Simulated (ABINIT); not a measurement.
# A GW chain in ABINIT: TiO2 (Pbcn), part 2 of 3

How does a plane-wave GW calculation on TiO2 (Pbcn) run from the first input to the gap?

ABINIT 10.8.3; LDA and many-body steps on it, plane waves. Known limits of the many-body steps: not at the basis limit; coarse k mesh.

So far. Step 2 (Ground state): The gap is indirect, with the least direct gap 0.07 eV higher.

### Step 3. Bands along the symmetry lines

Level of this step: DFT, LDA, plane waves, norm-conserving pseudopotentials (ABINIT).

Levels along a band path, at the cheap level, show where the edges lie and whether the meshes to come will hold them.

Contents of run.abi:

```
acell 3*1.0 Angstrom
rprim 
  4.545349550000 0.000000000000 0.000000000000
  0.000000000000 5.519619440000 0.000000000000
  0.000000000000 0.000000000000 4.909196860000
ntypat 2
znucl 22 8
natom 12
typat 1 1 1 1 2 2 2 2 2 2 2 2
xred 
  0.500000000000 0.672990930000 0.750000000000
  0.000000000000 0.827009070000 0.250000000000
  0.500000000000 0.327009070000 0.250000000000
  0.000000000000 0.172990930000 0.750000000000
  0.728549380000 0.618275360000 0.081350920000
  0.228549380000 0.881724640000 0.918649080000
  0.771450620000 0.881724640000 0.581350920000
  0.271450620000 0.618275360000 0.418649080000
  0.728549380000 0.381724640000 0.581350920000
  0.228549380000 0.118275360000 0.418649080000
  0.771450620000 0.118275360000 0.081350920000
  0.271450620000 0.381724640000 0.918649080000
pp_dirpath "pseudos"
pseudos "Ti.upf, O.upf"
ecut 38
iscf -2
irdden 1
kptopt 0
nkpt 52
kpt 
  0.00000000 0.00000000 0.00000000
  0.12500000 0.00000000 0.00000000
  0.25000000 0.00000000 0.00000000
  0.37500000 0.00000000 0.00000000
  0.50000000 0.00000000 0.00000000
  0.50000000 0.12500000 0.00000000
  0.50000000 0.25000000 0.00000000
  0.50000000 0.37500000 0.00000000
  0.50000000 0.50000000 0.00000000
  0.37500000 0.50000000 0.00000000
  0.25000000 0.50000000 0.00000000
  0.12500000 0.50000000 0.00000000
  0.00000000 0.50000000 0.00000000
  0.00000000 0.37500000 0.00000000
  0.00000000 0.25000000 0.00000000
  0.00000000 0.12500000 0.00000000
  0.00000000 0.00000000 0.00000000
  0.00000000 0.00000000 0.12500000
  0.00000000 0.00000000 0.25000000
  0.00000000 0.00000000 0.37500000
  0.00000000 0.00000000 0.50000000
  0.12500000 0.00000000 0.50000000
  0.25000000 0.00000000 0.50000000
  0.37500000 0.00000000 0.50000000
  0.50000000 0.00000000 0.50000000
  0.50000000 0.12500000 0.50000000
  0.50000000 0.25000000 0.50000000
  0.50000000 0.37500000 0.50000000
  0.50000000 0.50000000 0.50000000
  0.37500000 0.50000000 0.50000000
  0.25000000 0.50000000 0.50000000
  0.12500000 0.50000000 0.50000000
  0.00000000 0.50000000 0.50000000
  0.00000000 0.37500000 0.50000000
  0.00000000 0.25000000 0.50000000
  0.00000000 0.12500000 0.50000000
  0.00000000 0.00000000 0.50000000
  0.50000000 0.00000000 0.00000000
  0.50000000 0.00000000 0.12500000
  0.50000000 0.00000000 0.25000000
  0.50000000 0.00000000 0.37500000
  0.50000000 0.00000000 0.50000000
  0.00000000 0.50000000 0.00000000
  0.00000000 0.50000000 0.12500000
  0.00000000 0.50000000 0.25000000
  0.00000000 0.50000000 0.37500000
  0.00000000 0.50000000 0.50000000
  0.50000000 0.50000000 0.00000000
  0.50000000 0.50000000 0.12500000
  0.50000000 0.50000000 0.25000000
  0.50000000 0.50000000 0.37500000
  0.50000000 0.50000000 0.50000000
istwfk *1
nband 63
nbdbuf 10
tolwfr 1e-07
nstep 50
prtwf 0
prtvol 0
indata_prefix "in"
outdata_prefix "out"
tmpdata_prefix "tmp"
```

Command:

```sh
> OMP_NUM_THREADS=1 mpirun -n 4 abinit run.abi > log
```

Numbers of over 12 decimals in the logs are rounded to 6 here.

What it wrote:

```text
.Version 10.8.3 of ABINIT. v10.8.2 released Aug 2026.

 Symmetries : space group Pb c n (# 60); Bravais oP (primitive ortho.)
[... echo of the input left out ...]
== DATASET  1 ==================================================================
-   mpi_nproc: 4, omp_nthreads: 1 (-1 if OMP is not activated)

--- !DatasetInfo
iteration_state: {dtset: 1, }
dimensions: {natom: 12, nkpt: 52, mband: 63, nsppol: 1, nspinor: 1, nspden: 1, mpw: 9332, }
cutoff_energies: {ecut:  38.0, pawecutdg:  -1.0, }
electrons: {nelect:   9.60000000E+01, charge:   0.00000000E+00, occopt:   1.00000000E+00, tsmear:   1.00000000E-02, }

 Real(R)+Recip(G) space primitive vectors, cartesian coordinates (Bohr,Bohr^-1):
 R(1)=  8.5894658  0.0000000  0.0000000  G(1)=  0.1164217  0.0000000  0.0000000
 R(2)=  0.0000000 10.4305691  0.0000000  G(2)=  0.0000000  0.0958720  0.0000000
 R(3)=  0.0000000  0.0000000  9.2770376  G(3)=  0.0000000  0.0000000  0.1077930
 Unit cell volume ucvol=  8.3115778E+02 bohr^3
 Angles (23,13,12)=  9.00000000E+01  9.00000000E+01  9.00000000E+01 degrees

 getcut: wavevector=  0.0000  0.0000  0.0000  ngfft=  48  60  54
         ecut(hartree)=     38.000   => boxcut(ratio)=   2.01381

--- Pseudopotential description ------------------------------------------------
- Ti Generated using ONCVPSP code by D. R. Hamann
- 22.00000  12.00000  180309                  znucl, zion, pspdat
12 -1012 2 -1 1568                            pspcod,pspxc,lmax,lloc,mmax
     nproj     2     2     2
  pspatm : epsatm=   14.84363209
         --- l  ekb(1:nproj) -->
             0   11.277028    1.250396
             1    1.832338   -0.094357
             2   -5.297893   -1.508002
 pspatm: atomic psp has been read  and splines computed

- O Generated using ONCVPSP code by D. R. Hamann
-  8.00000   6.00000  201201                  znucl, zion, pspdat
12 -1012 2 -1 926                             pspcod,pspxc,lmax,lloc,mmax
     nproj     2     2     1
  pspatm : epsatm=    6.27558587
         --- l  ekb(1:nproj) -->
[...]
2   -1.033686
 pspatm: atomic psp has been read  and splines computed

--------------------------------------------------------------------------------

================================================================================
 prteigrs : about to open file out_EIG
 Non-SCF case, kpt    1 (  0.00000  0.00000  0.00000), residuals and eigenvalues=
  4.53E-08  3.48E-08  3.95E-08  4.59E-08  2.36E-08  2.57E-08  6.80E-08  9.20E-08
  8.43E-08  2.75E-08  2.56E-08  2.76E-08  6.98E-08  8.10E-08  7.84E-08  6.63E-08
  9.76E-08  9.70E-08  8.08E-08  6.65E-08  5.61E-08  7.36E-08  8.37E-08  6.25E-08
[...]
8.00E-07  1.25E-06  4.61E-06  1.50E-05  2.25E-04  2.93E-05  2.88E-04
 -1.8647E+00 -1.8638E+00 -1.8635E+00 -1.8633E+00 -1.0118E+00 -1.0085E+00
 -1.0073E+00 -1.0057E+00 -1.0047E+00 -1.0045E+00 -1.0038E+00 -1.0027E+00
[...]
--- !ResultsGS
iteration_state: {dtset: 1, }
comment   : Summary of ground state results
lattice_vectors:
- [  8.5894658,   0.0000000,   0.0000000, ]
- [  0.0000000,  10.4305691,   0.0000000, ]
- [  0.0000000,   0.0000000,   9.2770376, ]
lattice_lengths: [   8.58947,   10.43057,    9.27704, ]
lattice_angles: [ 90.000,  90.000,  90.000, ] # degrees, (23, 13, 12)
lattice_volume:   8.3115778E+02
convergence: {deltae:  0.000E+00, res2:  0.000E+00, residm:  9.998E-08, diffor:  0.000E+00, }
etotal    :  -3.70195240E+02
entropy   :   0.00000000E+00
fermie    :   1.85143244E-01
cartesian_stress_tensor: null
pressure_GPa: null
xred      :
- [  5.0000E-01,   6.7299E-01,   7.5000E-01, Ti]
- [  0.0000E+00,   8.2701E-01,   2.5000E-01, Ti]
- [  5.0000E-01,   3.2701E-01,   2.5000E-01, Ti]
- [  0.0000E+00,   1.7299E-01,   7.5000E-01, Ti]
- [  7.2855E-01,   6.1828E-01,   8.1351E-02,  O]
- [  2.2855E-01,   8.8172E-01,   9.1865E-01,  O]
- [  7.7145E-01,   8.8172E-01,   5.8135E-01,  O]
[...]
- [  7.7145E-01,   1.1828E-01,   8.1351E-02,  O]
- [  2.7145E-01,   3.8172E-01,   9.1865E-01,  O]
cartesian_forces: null
force_length_stats: {min: null, max: null, mean: null, }

 Integrated electronic density in atomic spheres:
 ------------------------------------------------
 Atom  Sphere_radius  Integrated_density
[...]
================================================================================

 ----iterations are completed or convergence reached----

 Mean square residual over all n,k,spin=   64.062E-09; max=  99.979E-09
 reduced coordinates (array xred) for   12 atoms
[...]
0.771450620000      0.118275360000      0.081350920000
       0.271450620000      0.381724640000      0.918649080000

 cartesian coordinates (angstrom) at end:
    1      2.272675     3.714654     3.681898
    2      0.000000     4.564775     1.227299
    3      2.272675     1.804966     1.227299
[...]
11      3.506513     0.652835     0.399368
   12      1.233838     2.106975     4.509829
 length scales=  1.889726125908  1.889726125908  1.889726125908 bohr
              =  1.000000000000  1.000000000000  1.000000000000 angstroms
 prteigrs : about to open file out_EIG
 Eigenvalues (hartree) for nkpt=  52  k points:
 kpt#   1, nband= 63, wtk=  1.00000, kpt=  0.0000  0.0000  0.0000 (reduced coord)
[...]
kpt#   2, nband= 63, wtk=  1.00000, kpt=  0.1250  0.0000  0.0000 (reduced coord)
[...]
kpt#   3, nband= 63, wtk=  1.00000, kpt=  0.2500  0.0000  0.0000 (reduced coord)
[...]
kpt#  51, nband= 63, wtk=  1.00000, kpt=  0.5000  0.5000  0.3750 (reduced coord)
[...]
0.32668    0.32668    0.33025    0.33026    0.39222    0.39341    0.41029
 kpt#  52, nband= 63, wtk=  1.00000, kpt=  0.5000  0.5000  0.5000 (reduced coord)
[...]
0.13693    0.13693    0.13693    0.13693    0.15507    0.15507    0.15507    0.15507
   0.29366    0.29366    0.29366    0.29366    0.31203    0.31203    0.31203    0.31203
   0.32830    0.32830    0.32830    0.32830    0.40052    0.40055    0.40222

== END DATASET(S) ==============================================================
================================================================================

 -outvars: echo values of variables after computation  --------
            nband          63
             nkpt          52
          spgroup          60
 [... the other variables as echoed above ...]

 Calculation completed.
```

Elapsed: 4.5 min, on 4 MPI ranks of Arm Neoverse V1, shared host; peak memory 0.78 GiB; 18 min of CPU time.

Numbers from this step:

```
gap                        : 2.560 eV
k of the valence top       : 0, 0, 0
k of the conduction bottom : 0, 0, 0.5
least direct gap           : 2.631 eV
```

The gap is 2.560 eV, as in the run before at this level.

Electronic bands along the path, in eV, zero at the top of the highest filled band:

```
    point  band 45  band 46  band 47  band 48  band 49  band 50  band 51  band 52
        Γ    -0.54    -0.43    -0.03     0.00     2.63     2.64     2.78     2.78
  halfway    -0.71    -0.55    -0.39    -0.14     2.73     2.81     2.83     3.10
        X    -0.51    -0.51    -0.26    -0.26     3.06     3.06     3.20     3.20
  halfway    -0.76    -0.76    -0.25    -0.25     2.98     2.98     3.17     3.17
        S    -0.56    -0.56    -0.36    -0.36     2.92     2.92     2.94     2.94
  halfway    -0.74    -0.74    -0.48    -0.48     2.77     2.77     3.00     3.00
        Y    -1.22    -1.22    -0.15    -0.15     2.75     2.75     3.19     3.19
  halfway    -0.88    -0.65    -0.11    -0.06     2.66     2.76     2.83     3.00
        Γ    -0.54    -0.43    -0.03     0.00     2.63     2.64     2.78     2.78
  halfway    -0.78    -0.32    -0.23    -0.11     2.71     2.76     2.81     2.82
        Z    -0.46    -0.46    -0.31    -0.31     2.56     2.56     3.00     3.00
  halfway    -0.63    -0.63    -0.31    -0.31     2.81     2.81     3.01     3.01
        U    -0.50    -0.50    -0.50    -0.50     2.95     2.95     2.95     2.95
  halfway    -0.66    -0.66    -0.66    -0.66     2.95     2.95     2.95     2.95
        R    -0.82    -0.82    -0.82    -0.82     2.95     2.95     2.95     2.95
  halfway    -1.02    -1.02    -0.36    -0.36     2.74     2.74     3.10     3.10
        T    -0.46    -0.46    -0.46    -0.46     2.87     2.87     2.87     2.87
  halfway    -0.47    -0.47    -0.34    -0.34     2.68     2.68     2.94     2.94
        Z    -0.46    -0.46    -0.31    -0.31     2.56     2.56     3.00     3.00
jump to X    -0.51    -0.51    -0.26    -0.26     3.06     3.06     3.20     3.20
  halfway    -0.53    -0.53    -0.50    -0.50     2.87     2.87     3.18     3.18
        U    -0.50    -0.50    -0.50    -0.50     2.95     2.95     2.95     2.95
jump to Y    -1.22    -1.22    -0.15    -0.15     2.75     2.75     3.19     3.19
  halfway    -0.93    -0.93    -0.26    -0.26     2.70     2.70     3.03     3.03
        T    -0.46    -0.46    -0.46    -0.46     2.87     2.87     2.87     2.87
jump to S    -0.56    -0.56    -0.36    -0.36     2.92     2.92     2.94     2.94
```

### Step 4. Empty states on the mesh, 2×2×2 mesh, 601 bands

The sums over transitions need many empty states on a uniform mesh; this step solves for them.

Contents of run.abi:

```
acell 3*1.0 Angstrom
rprim 
  4.545349550000 0.000000000000 0.000000000000
  0.000000000000 5.519619440000 0.000000000000
  0.000000000000 0.000000000000 4.909196860000
ntypat 2
znucl 22 8
natom 12
typat 1 1 1 1 2 2 2 2 2 2 2 2
xred 
  0.500000000000 0.672990930000 0.750000000000
  0.000000000000 0.827009070000 0.250000000000
  0.500000000000 0.327009070000 0.250000000000
  0.000000000000 0.172990930000 0.750000000000
  0.728549380000 0.618275360000 0.081350920000
  0.228549380000 0.881724640000 0.918649080000
  0.771450620000 0.881724640000 0.581350920000
  0.271450620000 0.618275360000 0.418649080000
  0.728549380000 0.381724640000 0.581350920000
  0.228549380000 0.118275360000 0.418649080000
  0.771450620000 0.118275360000 0.081350920000
  0.271450620000 0.381724640000 0.918649080000
pp_dirpath "pseudos"
pseudos "Ti.upf, O.upf"
ecut 38
ngkpt 2 2 2
nshiftk 1
shiftk 0 0 0
kptopt 1
chksymbreak 0
iscf -2
irdden 1
istwfk *1
nband 601
nbdbuf 54
tolwfr 1e-09
nstep 60
prtvol 0
indata_prefix "in"
outdata_prefix "out"
tmpdata_prefix "tmp"
```

What it wrote:

```text
.Version 10.8.3 of ABINIT. v10.8.2 released Aug 2026.

 Symmetries : space group Pb c n (# 60); Bravais oP (primitive ortho.)
[... echo of the input left out ...]
== DATASET  1 ==================================================================
-   mpi_nproc: 4, omp_nthreads: 1 (-1 if OMP is not activated)

--- !DatasetInfo
iteration_state: {dtset: 1, }
dimensions: {natom: 12, nkpt: 8, mband: 601, nsppol: 1, nspinor: 1, nspden: 1, mpw: 9332, }
cutoff_energies: {ecut:  38.0, pawecutdg:  -1.0, }
electrons: {nelect:   9.60000000E+01, charge:   0.00000000E+00, occopt:   1.00000000E+00, tsmear:   1.00000000E-02, }

 Real(R)+Recip(G) space primitive vectors, cartesian coordinates (Bohr,Bohr^-1):
 R(1)=  8.5894658  0.0000000  0.0000000  G(1)=  0.1164217  0.0000000  0.0000000
 R(2)=  0.0000000 10.4305691  0.0000000  G(2)=  0.0000000  0.0958720  0.0000000
 R(3)=  0.0000000  0.0000000  9.2770376  G(3)=  0.0000000  0.0000000  0.1077930
 Unit cell volume ucvol=  8.3115778E+02 bohr^3
 Angles (23,13,12)=  9.00000000E+01  9.00000000E+01  9.00000000E+01 degrees

 getcut: wavevector=  0.0000  0.0000  0.0000  ngfft=  48  60  54
         ecut(hartree)=     38.000   => boxcut(ratio)=   2.01381

--- Pseudopotential description ------------------------------------------------
- Ti Generated using ONCVPSP code by D. R. Hamann
- 22.00000  12.00000  180309                  znucl, zion, pspdat
12 -1012 2 -1 1568                            pspcod,pspxc,lmax,lloc,mmax
     nproj     2     2     2
  pspatm : epsatm=   14.84363209
         --- l  ekb(1:nproj) -->
             0   11.277028    1.250396
             1    1.832338   -0.094357
             2   -5.297893   -1.508002
 pspatm: atomic psp has been read  and splines computed

- O Generated using ONCVPSP code by D. R. Hamann
-  8.00000   6.00000  201201                  znucl, zion, pspdat
12 -1012 2 -1 926                             pspcod,pspxc,lmax,lloc,mmax
     nproj     2     2     1
  pspatm : epsatm=    6.27558587
         --- l  ekb(1:nproj) -->
[...]
2   -1.033686
 pspatm: atomic psp has been read  and splines computed

--------------------------------------------------------------------------------

================================================================================
 prteigrs : about to open file out_EIG
 Non-SCF case, kpt    1 (  0.00000  0.00000  0.00000), residuals and eigenvalues=
  5.81E-10  3.39E-11  6.26E-10  8.09E-10  5.70E-11  6.03E-11  8.98E-11  7.30E-11
  8.24E-11  8.45E-11  6.67E-11  7.44E-11  8.93E-11  7.26E-11  6.22E-11  8.53E-11
  5.82E-10  8.12E-10  8.18E-10  7.25E-10  3.20E-11  9.53E-10  8.50E-10  9.47E-10
[...]
2.98E-03
 -1.8647E+00 -1.8638E+00 -1.8635E+00 -1.8633E+00 -1.0118E+00 -1.0085E+00
 -1.0073E+00 -1.0057E+00 -1.0047E+00 -1.0045E+00 -1.0038E+00 -1.0027E+00
 -1.0010E+00 -1.0008E+00 -1.0002E+00 -1.0000E+00 -4.5806E-01 -4.1145E-01
[...]
5.4805E+00  5.4865E+00  5.4899E+00  5.4946E+00  5.4979E+00  5.5050E+00
  5.5114E+00  5.5420E+00  5.5533E+00  5.5589E+00  5.5674E+00  5.5738E+00
  5.5924E+00
 prteigrs : prtvol=0 or 1, do not print more k-points.

--- !ResultsGS
iteration_state: {dtset: 1, }
comment   : Summary of ground state results
lattice_vectors:
- [  8.5894658,   0.0000000,   0.0000000, ]
- [  0.0000000,  10.4305691,   0.0000000, ]
- [  0.0000000,   0.0000000,   9.2770376, ]
lattice_lengths: [   8.58947,   10.43057,    9.27704, ]
lattice_angles: [ 90.000,  90.000,  90.000, ] # degrees, (23, 13, 12)
lattice_volume:   8.3115778E+02
convergence: {deltae:  0.000E+00, res2:  0.000E+00, residm:  9.996E-10, diffor:  0.000E+00, }
etotal    :  -3.70195240E+02
entropy   :   0.00000000E+00
fermie    :   1.85143244E-01
cartesian_stress_tensor: null
pressure_GPa: null
xred      :
- [  5.0000E-01,   6.7299E-01,   7.5000E-01, Ti]
- [  0.0000E+00,   8.2701E-01,   2.5000E-01, Ti]
- [  5.0000E-01,   3.2701E-01,   2.5000E-01, Ti]
- [  0.0000E+00,   1.7299E-01,   7.5000E-01, Ti]
- [  7.2855E-01,   6.1828E-01,   8.1351E-02,  O]
- [  2.2855E-01,   8.8172E-01,   9.1865E-01,  O]
- [  7.7145E-01,   8.8172E-01,   5.8135E-01,  O]
[...]
- [  7.7145E-01,   1.1828E-01,   8.1351E-02,  O]
- [  2.7145E-01,   3.8172E-01,   9.1865E-01,  O]
cartesian_forces: null
force_length_stats: {min: null, max: null, mean: null, }

 Integrated electronic density in atomic spheres:
 ------------------------------------------------
 Atom  Sphere_radius  Integrated_density
[...]
================================================================================

 ----iterations are completed or convergence reached----

 Mean square residual over all n,k,spin=   30.011E-11; max=  99.960E-11
 reduced coordinates (array xred) for   12 atoms
[...]
0.771450620000      0.118275360000      0.081350920000
       0.271450620000      0.381724640000      0.918649080000

 cartesian coordinates (angstrom) at end:
    1      2.272675     3.714654     3.681898
    2      0.000000     4.564775     1.227299
    3      2.272675     1.804966     1.227299
[...]
11      3.506513     0.652835     0.399368
   12      1.233838     2.106975     4.509829
 length scales=  1.889726125908  1.889726125908  1.889726125908 bohr
              =  1.000000000000  1.000000000000  1.000000000000 angstroms
 prteigrs : about to open file out_EIG
 Eigenvalues (hartree) for nkpt=   8  k points:
 kpt#   1, nband=601, wtk=  0.12500, kpt=  0.0000  0.0000  0.0000 (reduced coord)
[...]
5.45758    5.47255    5.47526    5.47545    5.48050    5.48647    5.48993    5.49460
   5.49785    5.50497    5.51142    5.54195    5.55326    5.55886    5.56743    5.57376
   5.59240
 prteigrs : prtvol=0 or 1, do not print more k-points.

== END DATASET(S) ==============================================================
================================================================================

 -outvars: echo values of variables after computation  --------
            nband         601
             nkpt           8
          spgroup          60
 [... the other variables as echoed above ...]

 Calculation completed.
```

Run time: 19 min. Hardware: 4 MPI ranks; peak memory 1.1 GiB; 77 min of CPU time.

Numbers from this step:

| Property | Result |
| --- | --- |
| gap | 2.560 eV |
| k of the valence top | 0, 0, 0 |
| k of the conduction bottom | 0, 0, 0.5 |
| least direct gap | 2.631 eV |
| k points computed | 8 |
| lowest point of the top converged band, above the valence top | 134.7453 eV |

On this mesh the gap is 2.560 eV.

(Continued in part 3 of 3.)

[Paths, hosts, dates, memory and timing lines, banners, echoed tables and standing remarks are left out of the program output.]

[Logs are printed without paths, hosts, clocks, repeated set-up lines and the standing remarks that a program may print on its own settings, such as how far it seeks lower states.]

[Runs of the session that timed out or met a known fault of the program may be left out.]

[Hosts, paths, dates, database ids (printed as entryN), source tags and the programs' standing remarks are cut or masked in the printed files.]

[G0W0 gaps are taken among the corrected bands and points alone; a level outside them can change the order at an edge.]

[Where Ansatz stands beside ABINIT at settings called matched, ABINIT's density can come from a denser mesh and the files from another edition; pairs whose starting gaps differed by over 0.03 eV were left out, so agreement reads better than it is.]
